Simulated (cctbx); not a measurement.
**Occupancies in MgNi4SO5**

Cell a = 3.0570 Å, b = 9.8960 Å, c = 15.3500 Å, α = 90.00°, β = 90.00°, γ = 90.00°; space group Cmcm (no. 63); nominal formula MgNi4SO5.

Simulated single-crystal data (cctbx): synchrotron X-rays, λ = 0.6889 Å, to d = 0.84 Å, 50 % of the full sphere, strongest reflection 40000 counts, noise from counting, a 6 % proportional error and a noise floor of 4 counts (s.d.); no absorption.

With every site full:

```text
Rint 0.039, 246 unique reflections to 0.84 A
cycle     R1     wR2    GooF  max shift (A)
   1  0.1121  0.2968   7.732   0.00693
   2  0.0249  0.0800   2.084   0.00004
final R1 0.0249 wR2 0.0800 GooF 2.084  parameters 36  data/parameter 6.8
atom        x        y        z      Ueq    occ   su(xyz)  su(Uiso or U11)
Ni1    0.00000  0.41281  0.87186   0.0026  1.000  0.00007  0.0005
Ni2    0.00000  0.13760  0.53996   0.0055  1.000  0.00006  0.0005
S1     0.50000  0.17162  0.25000   0.0070  1.000  0.00020  0.0011
Mg2    0.00000  0.34362  0.25000  -0.0047  1.000  0.00021  0.0011  NPD
O1     0.50000  0.27570  0.57473   0.0070  1.000  0.00037  0.0024
O2     0.00000  0.04075  0.64858   0.0064  1.000  0.00040  0.0019
O3     0.50000  0.00000  0.00000   0.0051  1.000  0.00000  0.0028
difference map: max 1.66 min -0.56 rms 0.20
Q1    0.0000  0.3501  0.2500    4    1.66  0.06 A from Mg2
Q2    0.0000  0.4080  0.6487    8    0.82  0.32 A from Ni1
Q3    0.0000  0.3896  0.7500    4    0.54  0.61 A from S1
Q4    0.0000  0.4980  0.2073    8    0.51  1.50 A from Ni1
Q5    0.0000  0.1424  0.7500    4    0.51  1.53 A from Mg2
Q6    0.0000  0.3072  0.1427    8    0.47  1.33 A from O1
```

With the occupancies of the suspect sites free, each still typed as its main element:

```text
Rint 0.039, 246 unique reflections to 0.84 A
cycle     R1     wR2    GooF  max shift (A)
   1  0.0665  0.2117   5.542   0.00194
  20  0.0151  0.0352   0.921   0.00006
final R1 0.0150 wR2 0.0349 GooF 0.915  parameters 38  data/parameter 6.5
atom        x        y        z      Ueq    occ   su(xyz)  su(Uiso or U11)
Ni1    0.00000  0.41278  0.87182   0.0036  1.000  0.00003  0.0002
Ni2    0.00000  0.13765  0.54001   0.0048  0.970  0.00003  0.0002
S1     0.50000  0.17167  0.25000   0.0081  1.000  0.00009  0.0005
Mg2    0.00000  0.34362  0.25000   0.0028  1.126  0.00009  0.0006
O1     0.50000  0.27551  0.57506   0.0083  1.000  0.00016  0.0011
O2     0.00000  0.04092  0.64854   0.0082  1.000  0.00018  0.0008
O3     0.50000  0.00000  0.00000   0.0058  1.000  0.00000  0.0012
su of occupancy Ni2: 0.002
su of occupancy Mg2: 0.007
difference map: max 0.54 min -0.53 rms 0.12
Q1    0.0000  0.2296  0.2500    4    0.54  1.13 A from Mg2
Q2    0.0000  0.3453  0.2500    4    0.48  0.02 A from Mg2
Q3    0.0000  0.3093  0.1412    8    0.47  1.32 A from O1
Q4    0.0000  0.1426  0.7500    4    0.47  1.53 A from Mg2
Q5    0.0000  0.5002  0.2054    8    0.45  1.46 A from Ni1
Q6    0.0000  0.3943  0.7500    4    0.37  0.65 A from S1
```

**Question.** What is the disorder?

X-rays count electrons. Ni2 refines to 0.970(0.002), or 27.2 electrons; the site truly holds 0.95 Ni and 0.05 Mg, 27.2 electrons, which is 0.971 of Ni; Mg2 refines to 1.126(0.007), or 13.5 electrons; the site truly holds 0.9 Mg and 0.1 Ni, 13.6 electrons, which is 1.133 of Mg. A value under 1 can't tell vacancies from a lighter guest, and one over 1 needs a heavier guest; chemistry or a second radiation must settle which. Occupancy correlates with U and the scale, and the two elements' form factors differ in shape, so the match is approximate.

Freeing them takes R1 from 0.0249 to 0.0150 and GooF from 2.08 to 0.92.

The model was made for the exercise: a known structure type with other elements put in, its volume estimated, not relaxed; displacement parameters are assumed.

[Middle refinement cycles are left out of these outputs.]

[Logs are printed without paths, hosts, clocks, repeated set-up lines and the standing remarks that a program may print on its own settings, such as how far it seeks lower states.]
